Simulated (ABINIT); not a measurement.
# A GW run on KCl (Sylvite) in ABINIT, with inputs changed, part 2 of 2

A base run on KCl (Sylvite), then changed inputs.

ABINIT 10.8.3; LDA and many-body steps on it, plane waves. Known limits of the many-body steps: not at the basis limit.

So far. Step 3 (Base): The gap on the mesh goes from 4.74 eV to 7.85 eV, a correction of +3.11 eV. Step 6 (No symmetry in the self-energy): Against G0W0 in ABINIT (4×4×4 mesh, 46 bands, screening to 108.8 eV, Godby-Needs plasmon pole), the gap moves by −0.001 eV.

**7. Broadening of the poles**

Level of this step: G0W0 on LDA, plane waves, norm-conserving pseudopotentials (ABINIT).

Contents of run.abi:

```
acell 3*1.0 Angstrom
rprim 
  -0.000000000000 3.146470000000 3.146470000000
  3.146470000000 0.000000000000 3.146470000000
  3.146470000000 3.146470000000 -0.000000000000
ntypat 2
znucl 19 17
natom 2
typat 1 2
xred 
  0.000000000000 0.000000000000 0.000000000000
  0.500000000000 0.500000000000 0.500000000000
pp_dirpath "pseudos"
pseudos "K.upf, Cl.upf"
ecut 32
ngkpt 4 4 4
nshiftk 1
shiftk 0 0 0
kptopt 1
chksymbreak 0
istwfk *1
occopt 1
irdwfk 1
optdriver 4
nband 46
gwcalctyp 0
ecutsigx 32
symsigma 1
nkptgw 1
kptgw 
  0.0000000000 0.0000000000 0.0000000000
bdgw 
  6 12
ecuteps 4
irdscr 1
ppmodel 1
zcut 0.01 eV
indata_prefix "in"
outdata_prefix "out"
tmpdata_prefix "tmp"
```

On the command line:

```console
$ OMP_NUM_THREADS=1 mpirun -n 4 abinit run.abi > log
```

What it wrote:

```text
.Version 10.8.3 of ABINIT. v10.8.2 released Aug 2026.

 Symmetries : space group Fm -3 m (#225); Bravais cF (face-center cubic)
[... echo of the input left out ...]
== DATASET  1 ==================================================================
-   mpi_nproc: 4, omp_nthreads: 1 (-1 if OMP is not activated)

--- !DatasetInfo
iteration_state: {dtset: 1, }
dimensions: {natom: 2, nkpt: 8, mband: 46, nsppol: 1, nspinor: 1, nspden: 1, mpw: 3695, }
cutoff_energies: {ecut:  32.0, pawecutdg:  -1.0, }
[...]
10   7.608  -9.249  -3.973  -2.646   0.867  -0.153  -6.968   2.281   9.889
       11   7.608  -9.249  -3.973  -2.646   0.867  -0.153  -6.968   2.281   9.889
       12   7.608  -9.249  -3.973  -2.646   0.867  -0.153  -6.968   2.281   9.889

== END DATASET(S) ==============================================================
================================================================================

 -outvars: echo values of variables after computation  --------
           etotal      0.0000000000E+00
            nband          46
             nkpt           8
          spgroup         225
 [... the other variables as echoed above ...]

 Calculation completed.
```

It took 3.7 s on 4 MPI ranks of Arm Neoverse V1, shared host; peak memory 0.56 GiB; 14 s of CPU time.

This step gave:

```yaml
g0w0_gap_on_the_points_computed: 7.865 eV
starting_gap_on_the_mesh: 4.745 eV
k_of_the_valence_top: 0, 0, 0
k_of_the_conduction_bottom: 0, 0, 0
least_direct_g0w0_gap_on_the_computed_points: 7.865 eV
```

Against G0W0 in ABINIT (4×4×4 mesh, 46 bands, screening to 108.8 eV, Godby-Needs plasmon pole), the gap moves by +0.015 eV.

**8. A keyword of another program**

run.abi: that of step 7 with these lines changed.

```diff
@@ -36,3 +36,3 @@
 ppmodel 1
-zcut 0.01 eV
+ENCUTGW 100
 indata_prefix "in"
```

What it wrote:

```text
.Version 10.8.3 of ABINIT. v10.8.2 released Aug 2026.

 Symmetries : space group Fm -3 m (#225); Bravais cF (face-center cubic)
================================================================================
 Values of the parameters that define the memory need of the present run
     intxc =       0    ionmov =       0      iscf =       7    lmnmax =       6
     lnmax =       6     mgfft =      45  mpssoang =       3    mqgrid =    3001
     natom =       2  nloc_mem =       1    nspden =       1   nspinor =       1
    nsppol =       1      nsym =      48    n1xccc =    2501    ntypat =       2
    occopt =       1   xclevel =       1
-    mband =          46        mffmem =           1         mkmem =           2
       mpw =        3695          nfft =       91125          nkpt =           8
================================================================================
  Rough estimation (10% accuracy) of disk space for files :
================================================================================

--------------------------------------------------------------------------------
------------- Echo of variables that govern the present computation ------------
--------------------------------------------------------------------------------
 -outvars: echo values of preprocessed input variables --------
            acell      1.8897261259E+00  1.8897261259E+00  1.8897261259E+00 Bohr

             bdgw           6      12
      chksymbreak           0
             ecut      3.20000000E+01 Hartree
          ecuteps      4.00000000E+00 Hartree
         ecutsigx      3.20000000E+01 Hartree
          ecutwfn      3.20000000E+01 Hartree
-          fftalg         312
           irdscr           1
           irdwfk           1

              ixc       -1012
[...]
npwwfn        3695
             nsym          48
           ntypat           2
              occ      2.000000  2.000000  2.000000  2.000000  2.000000  2.000000
                       2.000000  2.000000  0.000000  0.000000  0.000000  0.000000
                       0.000000  0.000000  0.000000  0.000000  0.000000  0.000000
                       0.000000  0.000000  0.000000  0.000000  0.000000  0.000000
                       0.000000  0.000000  0.000000  0.000000  0.000000  0.000000
                       0.000000  0.000000  0.000000  0.000000  0.000000  0.000000
                       0.000000  0.000000  0.000000  0.000000  0.000000  0.000000
                       0.000000  0.000000  0.000000  0.000000
        optdriver           4
            rprim     -0.0000000000E+00  3.1464700000E+00  3.1464700000E+00
[...]
3.1464700000E+00  3.1464700000E+00 -0.0000000000E+00
          spgroup         225

             xred      0.0000000000E+00  0.0000000000E+00  0.0000000000E+00
                       5.0000000000E-01  5.0000000000E-01  5.0000000000E-01
            znucl       19.00000   17.00000

================================================================================

 chkinp: Checking input parameters for consistency.

--- !ERROR
message: |
    Found token: `ENCUTGW` in the input file.
    This name is not one of the registered input variable names (see
    Action: check your input file. Perhaps you mistyped the input variable,
    or specified "img", although this was not permitted for this input variable.

--- !ERROR
message: |
    Found token: `ENCUTGW` in the input file.
    This name is not one of the registered input variable names (see
    Action: check your input file. Perhaps you mistyped the input variable,
    or specified "img", although this was not permitted for this input variable.

--- from the log ---
Found token: `ENCUTGW` in the input file.
    This name is not one of the registered input variable names (see
    Action: check your input file. Perhaps you mistyped the input variable,
    or specified "img", although this was not permitted for this input variable.
```

Wall time 0.68 s (4 MPI ranks); peak memory 0.05 GiB.

The run stopped with an error after 0.68 s.

The program's words: Found token: `ENCUTGW` in the input file. This name is not one of the registered input variable names (see Action: check your input file. Perhaps you mistyped the input variable, or specified "img", although this was not permitted for this input variable.

The fault put into this input: a keyword of another program.

**9. The runs together**

Times are wall times on 4 MPI ranks of Arm Neoverse V1, shared host, good to a factor of about two. A run's time includes the screening step that it read.

```
                           run   mesh  bands  screening cutoff (eV)  DFT gap (eV)  gap on the mesh (eV)  direct (eV)  ε∞ used  time
                          base  4×4×4     46                  108.8         4.745                 7.850        7.850     2.28  13 s
                 scissors in G  4×4×4     46                  108.8         4.745                 7.893        7.893     2.28  13 s
fewer bands in the self-energy  4×4×4     18                  108.8         4.745                 7.485        7.485     2.28  12 s
no symmetry in the self-energy  4×4×4     46                  108.8         4.745                 7.849        7.849     2.28  21 s
       broadening of the poles  4×4×4     46                  108.8         4.745                 7.865        7.865     2.28  13 s
```

**10. Summary of results**

| Item | Value |
| --- | --- |
| base | 7.850 eV |
| scissors in G | 7.893 eV |
| fewer bands in the self-energy | 7.485 eV |
| no symmetry in the self-energy | 7.849 eV |
| broadening of the poles | 7.865 eV |
| known limits | not at the basis limit |

Scissors in G: +0.043 eV against base (keys changed: mbpt_sciss). Fewer bands in the self-energy: −0.365 eV against base (keys changed: nband). No symmetry in the self-energy: no change against base (keys changed: symsigma). Broadening of the poles: +0.015 eV against base (keys changed: zcut). Bands and cutoff are finite, so the gap is not at the basis limit. The miss can reach some tenths of an eV and take either sign; the mesh is an error of its own. In the first G0W0 run levels were corrected at 1 k point alone, so a gap called «on the mesh» is the least over those, and an edge elsewhere would be missed.

[Paths, hosts, dates, memory and timing lines, banners, echoed tables and standing remarks are left out of the program output.]

[Logs are printed without paths, hosts, clocks, repeated set-up lines and the standing remarks that a program may print on its own settings, such as how far it seeks lower states.]

[Runs of the session that timed out or met a known fault of the program may be left out.]

[No measured gap is set beside runs whose start may be inverted or whose files or cutoffs have a known fault.]

[Hosts, paths, dates, database ids (printed as entryN), source tags and the programs' standing remarks are cut or masked in the printed files.]

[G0W0 gaps are taken among the corrected bands and points alone; a level outside them can change the order at an edge.]

[Where Ansatz stands beside ABINIT at settings called matched, ABINIT's density can come from a denser mesh and the files from another edition; pairs whose starting gaps differed by over 0.03 eV were left out, so agreement reads better than it is.]
